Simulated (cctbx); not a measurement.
**YbBe2Co3: solution and refinement**

Cell a = 4.7660 Å, b = 4.7660 Å, c = 3.7690 Å, α = 90.00°, β = 90.00°, γ = 120.00°; space group P6/mmm (no. 191); content Yb1 Co3 Be2.

Simulated single-crystal data (cctbx): Cu Kα, λ = 1.54184 Å, to d = 0.83 Å, 70 % of the full sphere, strongest reflection 20000 counts, noise from counting, a 6 % proportional error and a noise floor of 8 counts (s.d.); no absorption, and some extinction, which the refinements don't model.

1 earlier start (other random phases, and plain and normalised amplitudes in turn) led nowhere (symmetry correlation 0.88).

Charge flipping in P1 on normalised amplitudes to 0.83 Å, δ = 1.1 σ, 30 % of the reflections treated as weak, 200 cycles:

```text
cycle      R  skewness
    0  0.502     0.52
   16  0.201     5.17
   32  0.214     4.63
   48  0.213     4.74
   64  0.207     4.59
   80  0.206     4.78
   96  0.190     4.60
  112  0.203     4.70
  128  0.215     4.76
  144  0.210     4.64
  160  0.200     4.61
  176  0.201     4.62
  192  0.210     4.53
origin shift          correlation  skewness
 0.284  0.003  0.325      0.947      7.90
 0.834  0.543  0.404      0.917      3.32
-0.023  0.375  0.405      0.910      2.29
-0.021  0.386  0.165      0.913      1.62
taken: symmetry correlation 0.947, skewness 7.90
peak      x       y       z  mult  height/sigma
Q1    0.0000  0.0000  0.5000    1     18.8
Q2    0.0000  0.5000  0.0000    3      5.0
Q3    0.0000  0.0000  0.1367    2      1.3
Q4    0.3333  0.6667  0.5000    2      1.2
Q5    0.2592  0.5184  0.0000    6      1.1
Q6    0.3333  0.6667  0.2574    4      0.9
Q7    0.1506  0.3012  0.5000    6      0.8
Q8    0.0000  0.5000  0.3736    6      0.6
```

The origin is taken among those within 0.04 of the best correlation, by the skewness of the map.

Run time: 0.4 s on 1 thread of Arm Neoverse V2 (shared host), peak memory 0.07 GiB.

**Question.** Which peaks are atoms, and which elements?

Heights go roughly as Z and multiplicities must add up to the content. First model: Q1 = Yb1 (1 in the cell, height 18.8), Q2 = Co1 (3 in the cell, height 5.0) and Q4 = Be1 (2 in the cell, height 1.2). Against the true structure, Q1 is Yb, Q2 is Co and Q4 is Be; the other peaks are not atoms.

Least squares on F², isotropic:

```text
Rint 0.047, 43 unique reflections to 0.85 A
cycle     R1     wR2    GooF  max shift (A)
   1  0.0839  0.1843   7.950   0.00000
   2  0.0107  0.0242   1.043   0.00000
final R1 0.0107 wR2 0.0242 GooF 1.043  parameters 3  data/parameter 14.3
atom        x        y        z      Ueq    occ   su(xyz)  su(Uiso or U11)
Yb1    0.00000  0.00000  0.50000   0.0083  1.000  0.00000  0.0003
Co1    0.00000  0.50000  0.00000   0.0118  1.000  0.00000  0.0004
Be1    0.33333  0.66667  0.50000   0.0157  1.000  0.00000  0.0019
difference map: max 0.50 min -0.47 rms 0.14
Q1    0.3333  0.6667  0.3099    4    0.52  0.72 A from Be1
Q2    0.0000  0.2699  0.0000    6    0.51  1.10 A from Co1
Q3    0.0000  0.2248  0.5000    6    0.35  1.07 A from Yb1
Q4    0.1612  0.3225  0.2444   12    0.32  1.64 A from Yb1
Q5    0.2108  0.6054  0.0000    6    0.30  0.87 A from Co1
```

Anisotropic refinement:

```text
Rint 0.047, 43 unique reflections to 0.85 A
cycle     R1     wR2    GooF  max shift (A)
   1  0.0107  0.0242   1.099   0.00000
   2  0.0104  0.0212   0.966   0.00000
final R1 0.0104 wR2 0.0212 GooF 0.966  parameters 7  data/parameter 6.1
atom        x        y        z      Ueq    occ   su(xyz)  su(Uiso or U11)
Yb1    0.00000  0.00000  0.50000   0.0082  1.000  0.00000  0.0003
Co1    0.00000  0.50000  0.00000   0.0118  1.000  0.00000  0.0006
Be1    0.33333  0.66667  0.50000   0.0164  1.000  0.00000  0.0025
difference map: max 0.45 min -0.38 rms 0.13
Q1    0.0000  0.2819  0.0000    6    0.45  1.04 A from Co1
Q2    0.3333  0.6667  0.2879    4    0.40  0.80 A from Be1
Q3    0.1624  0.3249  0.2420   12    0.33  1.66 A from Yb1
Q4    0.0000  0.2225  0.5000    6    0.32  1.06 A from Yb1
Q5    0.0000  0.0000  0.0000    1    0.31  1.88 A from Yb1
Q6    0.3333  0.6667  0.0000    2    0.28  1.38 A from Co1
```

**Reading.** The refinement ends at R1 = 0.0104, wR2 = 0.0212, GooF = 0.97, with difference density between -0.38 and 0.45 e/Å³. Every site matches the true model in element, within 0.001 Å r.m.s., up to an allowed shift of origin.

True model:

| atom | mult. | x | y | z | Ueq (Å²) |
| --- | --- | --- | --- | --- | --- |
| Yb1 | 1 | 0 | 0 | 0 | 0.0086 |
| Co1 | 3 | 0 | 1/2 | 1/2 | 0.0122 |
| Be1 | 2 | 2/3 | 1/3 | 0 | 0.0183 |

This is a model crystal, built by substitution and not relaxed, with assumed displacement parameters.

[Middle refinement cycles are left out of these outputs.]

[Logs are printed without paths, hosts, clocks, repeated set-up lines and the standing remarks that a program may print on its own settings, such as how far it seeks lower states.]
